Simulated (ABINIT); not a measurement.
# LiH (Fm-3m): a self-consistent loop beyond G0W0, cycle by cycle, part 2 of 2

Aim: iterate the self-energy on LiH (Fm-3m) and follow the gap from cycle to cycle.

ABINIT 10.8.3; PBE and many-body steps on it, plane waves. Known limits of the many-body steps: not at the basis limit.

So far. Step 11 (evGW, cycle 1): Against G0W0 in ABINIT (6×6×6 mesh, 127 bands, screening to 261.2 eV, Godby-Needs plasmon pole), the gap moves by +0.889 eV. Step 14 (evGW, cycle 2): Against the cycle before, the gap moves by +0.098 eV.

The database entry behind the starting cell differs from later determinations by our own check (the deuteride, about 0.2 % short), so it need not match the best structure at ambient conditions.

### Step 17. evGW, cycle 3

This step: evGW on PBE, plane waves, norm-conserving pseudopotentials.

File run.abi:

```
acell 3*1.0 Angstrom
rprim 
  0.000000000000 2.036750000000 2.036750000000
  2.036750000000 -0.000000000000 2.036750000000
  2.036750000000 2.036750000000 -0.000000000000
ntypat 2
znucl 3 1
natom 2
typat 1 2
xred 
  0.000000000000 0.000000000000 0.000000000000
  0.500000000000 0.500000000000 0.500000000000
pp_dirpath "pseudos"
pseudos "Li.upf, H.upf"
ecut 33
ngkpt 6 6 6
nshiftk 1
shiftk 0 0 0
kptopt 1
chksymbreak 0
istwfk *1
occopt 1
irdwfk 1
optdriver 4
nband 127
gwcalctyp 10
ecutsigx 33
symsigma 1
nkptgw 16
kptgw 
  0.0000000000 0.0000000000 0.0000000000
  0.1666666667 0.0000000000 0.0000000000
  0.3333333333 0.0000000000 0.0000000000
  0.5000000000 0.0000000000 0.0000000000
  0.1666666667 0.1666666667 0.0000000000
  0.3333333333 0.1666666667 0.0000000000
  0.5000000000 0.1666666667 0.0000000000
  -0.3333333333 0.1666666667 0.0000000000
  -0.1666666667 0.1666666667 0.0000000000
  0.3333333333 0.3333333333 0.0000000000
  0.5000000000 0.3333333333 0.0000000000
  -0.3333333333 0.3333333333 0.0000000000
  0.5000000000 0.5000000000 0.0000000000
  0.5000000000 0.3333333333 0.1666666667
  -0.3333333333 0.3333333333 0.1666666667
  -0.3333333333 0.5000000000 0.1666666667
bdgw 
  1 6
  1 6
  1 6
  1 6
  1 6
  1 6
  1 6
  1 6
  1 6
  1 6
  1 6
  1 6
  1 6
  1 6
  1 6
  1 6
ecuteps 9.6
irdscr 1
ppmodel 1
irdqps 1
indata_prefix "in"
outdata_prefix "out"
tmpdata_prefix "tmp"
```

On the command line:

```console
> OMP_NUM_THREADS=1 mpirun -n 4 abinit run.abi > log
```

The job ended after 4.9 min (4 MPI ranks of Arm Neoverse V2, shared host; peak memory 0.97 GiB).

Numbers from this step:

```yaml
quasiparticle_gap_on_the_mesh: 5.96 eV
gap_of_the_density_functional_on_the_mesh: 3.022 eV
k_of_the_valence_top: 0.5, 0.5, 0
k_of_the_conduction_bottom: 0.5, 0.5, 0
least_direct_quasiparticle_gap_on_the_computed_points: 5.96 eV
```

Against the cycle before, the gap moves by +0.017 eV.

### Step 18. Screening, 6×6×6 mesh, 127 bands, screening to 261.2 eV

This step: RPA screening on PBE, plane waves, norm-conserving pseudopotentials.

File run.abi:

```
acell 3*1.0 Angstrom
rprim 
  0.000000000000 2.036750000000 2.036750000000
  2.036750000000 -0.000000000000 2.036750000000
  2.036750000000 2.036750000000 -0.000000000000
ntypat 2
znucl 3 1
natom 2
typat 1 2
xred 
  0.000000000000 0.000000000000 0.000000000000
  0.500000000000 0.500000000000 0.500000000000
pp_dirpath "pseudos"
pseudos "Li.upf, H.upf"
ecut 33
ngkpt 6 6 6
nshiftk 1
shiftk 0 0 0
kptopt 1
chksymbreak 0
istwfk *1
occopt 1
irdwfk 1
optdriver 3
nband 127
ecuteps 9.6
inclvkb 2
awtr 1
symchi 1
gwcalctyp 10
mbpt_sciss 3.481 eV
nqptdm 1
qptdm 
  0 0 0
indata_prefix "in"
outdata_prefix "out"
tmpdata_prefix "tmp"
```

The job ended after 2 s (4 MPI ranks; peak memory 0.2 GiB).

This step gave:

```yaml
eps_infinity_with_local_fields_on_this_mesh_along_the_program_s_q_direction: 3.002
the_same_without_local_fields: 3.198
plasma_frequency: 18.07 eV
plane_waves_in_the_screening_matrix: 169
```

This screening uses the functional's bands under a rigid shift, the mean opening of the cycle before.

### Step 19. Screening, 6×6×6 mesh, 127 bands, screening to 261.2 eV

This step: RPA screening on PBE from quasiparticle energies, plane waves, norm-conserving pseudopotentials.

Changes to run.abi since step 18:

```diff
@@ -29,7 +29,21 @@
 symchi 1
+irdqps 1
 gwcalctyp 10
-mbpt_sciss 3.481 eV
-nqptdm 1
+nqptdm 15
 qptdm 
-  0 0 0
+  0.1666666667 0.0000000000 0.0000000000
+  0.3333333333 0.0000000000 0.0000000000
+  0.5000000000 0.0000000000 0.0000000000
+  0.1666666667 0.1666666667 0.0000000000
+  0.3333333333 0.1666666667 0.0000000000
+  0.5000000000 0.1666666667 0.0000000000
+  -0.3333333333 0.1666666667 0.0000000000
+  -0.1666666667 0.1666666667 0.0000000000
+  0.3333333333 0.3333333333 0.0000000000
+  0.5000000000 0.3333333333 0.0000000000
+  -0.3333333333 0.3333333333 0.0000000000
+  0.5000000000 0.5000000000 0.0000000000
+  0.5000000000 0.3333333333 0.1666666667
+  -0.3333333333 0.3333333333 0.1666666667
+  -0.3333333333 0.5000000000 0.1666666667
 indata_prefix "in"
```

File mrgscr.stdin:

```
2
merged
q0_SCR
out_SCR
1
```

On the command line:

```console
> OMP_NUM_THREADS=1 mpirun -n 4 abinit run.abi > log; mrgscr < mrgscr.stdin
```

Run time: 22 s. Hardware: 4 MPI ranks; peak memory 0.82 GiB.

Numbers from this step:

```
plasma frequency                    : 18.07 eV
plane waves in the screening matrix : 169
```

This screening reads the quasiparticle levels of the cycle before.

### Step 20. evGW, cycle 4

This step: evGW on PBE, plane waves, norm-conserving pseudopotentials.

Changes to run.abi since step 19:

```diff
@@ -23,12 +23,10 @@
 irdwfk 1
-optdriver 3
+optdriver 4
 nband 127
-ecuteps 9.6
-inclvkb 2
-awtr 1
-symchi 1
-irdqps 1
 gwcalctyp 10
-nqptdm 15
-qptdm 
+ecutsigx 33
+symsigma 1
+nkptgw 16
+kptgw 
+  0.0000000000 0.0000000000 0.0000000000
   0.1666666667 0.0000000000 0.0000000000
@@ -48,2 +46,23 @@
   -0.3333333333 0.5000000000 0.1666666667
+bdgw 
+  1 6
+  1 6
+  1 6
+  1 6
+  1 6
+  1 6
+  1 6
+  1 6
+  1 6
+  1 6
+  1 6
+  1 6
+  1 6
+  1 6
+  1 6
+  1 6
+ecuteps 9.6
+irdscr 1
+ppmodel 1
+irdqps 1
 indata_prefix "in"
```

On the command line:

```console
> OMP_NUM_THREADS=1 mpirun -n 4 abinit run.abi > log
```

Wall time 4.9 min (4 MPI ranks); peak memory 0.97 GiB.

This step gave:

- quasiparticle gap on the mesh: 5.962 eV
- gap of the density functional on the mesh: 3.022 eV
- k of the valence top: 0.5, 0.5, 0
- k of the conduction bottom: 0.5, 0.5, 0
- least direct quasiparticle gap on the computed points: 5.962 eV

Against the cycle before, the gap moves by +0.002 eV.

### Step 21. Side by side

Times are wall times on 4 MPI ranks of Arm Neoverse V2, shared host, good to a factor of about two. A run's time includes the screening step that it read.

| run | mesh | bands | screening cutoff (eV) | DFT gap (eV) | gap on the mesh (eV) | direct (eV) | ε∞ used | time |
| --- | --- | --- | --- | --- | --- | --- | --- | --- |
| G0W0 | 6×6×6 | 127 | 261.2 | 3.022 | 4.956 | 4.956 | 4.18 | 33 s |
| evGW0, cycle 1 | 6×6×6 | 127 | 261.2 | 3.022 | 5.500 | 5.500 | 4.18 | 5.3 min |
| evGW0, cycle 2 | 6×6×6 | 127 | 261.2 | 3.022 | 5.297 | 5.297 | 4.18 | 5.3 min |
| evGW0, cycle 3 | 6×6×6 | 127 | 261.2 | 3.022 | 5.315 | 5.315 | 4.18 | 5.2 min |
| evGW0, cycle 4 | 6×6×6 | 127 | 261.2 | 3.022 | 5.313 | 5.313 | 4.18 | 5.3 min |
| evGW, cycle 1 | 6×6×6 | 127 | 261.2 | 3.022 | 5.845 | 5.845 | 3.21 | 5.3 min |
| evGW, cycle 2 | 6×6×6 | 127 | 261.2 | 3.022 | 5.943 | 5.943 | 3.03 | 5.2 min |
| evGW, cycle 3 | 6×6×6 | 127 | 261.2 | 3.022 | 5.960 | 5.960 | 3.01 | 5.3 min |
| evGW, cycle 4 | 6×6×6 | 127 | 261.2 | 3.022 | 5.962 | 5.962 | 3.00 | 5.3 min |

### Step 22. Outcome

```yaml
g0w0: 4.956 eV
evgw0_cycle_1: 5.500 eV
evgw0_cycle_2: 5.297 eV
evgw0_cycle_3: 5.315 eV
evgw0_cycle_4: 5.313 eV
evgw_cycle_1: 5.845 eV
evgw_cycle_2: 5.943 eV
evgw_cycle_3: 5.960 eV
evgw_cycle_4: 5.962 eV
known_limits: not at the basis limit
```

In words: Only the bands that the input lists are updated; the others, empty or deep, keep the functional's energies or take a rigid shift. The evGW loop starts from the last levels of evGW0, so its cycles and time come on top of those. evGW0 ends at 5.31 eV, +0.36 eV from G0W0, after 4 cycles that took 20 min beside the first screening; the last moved the gap by 0.002 eV. evGW ends at 5.96 eV, +1.01 eV from G0W0, after 4 cycles that took 21 min beside the first screening; the last moved the gap by 0.002 eV. The first cycle of evGW0 takes the full correction, without the factor Z, so it overshoots the one-shot value. Bands and cutoff are finite, so the gap is not at the basis limit. The miss can reach some tenths of an eV and take either sign; the mesh is an error of its own. In the updated screening the q = 0 part is built from Kohn-Sham bands under a rigid shift, the other q from the quasiparticle levels.

[Paths, hosts, dates, memory and timing lines, banners, echoed tables and standing remarks are left out of the program output.]

[Logs are printed without paths, hosts, clocks, repeated set-up lines and the standing remarks that a program may print on its own settings, such as how far it seeks lower states.]

[Runs of the session that timed out or met a known fault of the program may be left out.]

[Hosts, paths, dates, database ids (printed as entryN), source tags and the programs' standing remarks are cut or masked in the printed files.]

[G0W0 gaps are taken among the corrected bands and points alone; a level outside them can change the order at an edge.]

[Where Ansatz stands beside ABINIT at settings called matched, ABINIT's density can come from a denser mesh and the files from another edition; pairs whose starting gaps differed by over 0.03 eV were left out, so agreement reads better than it is.]
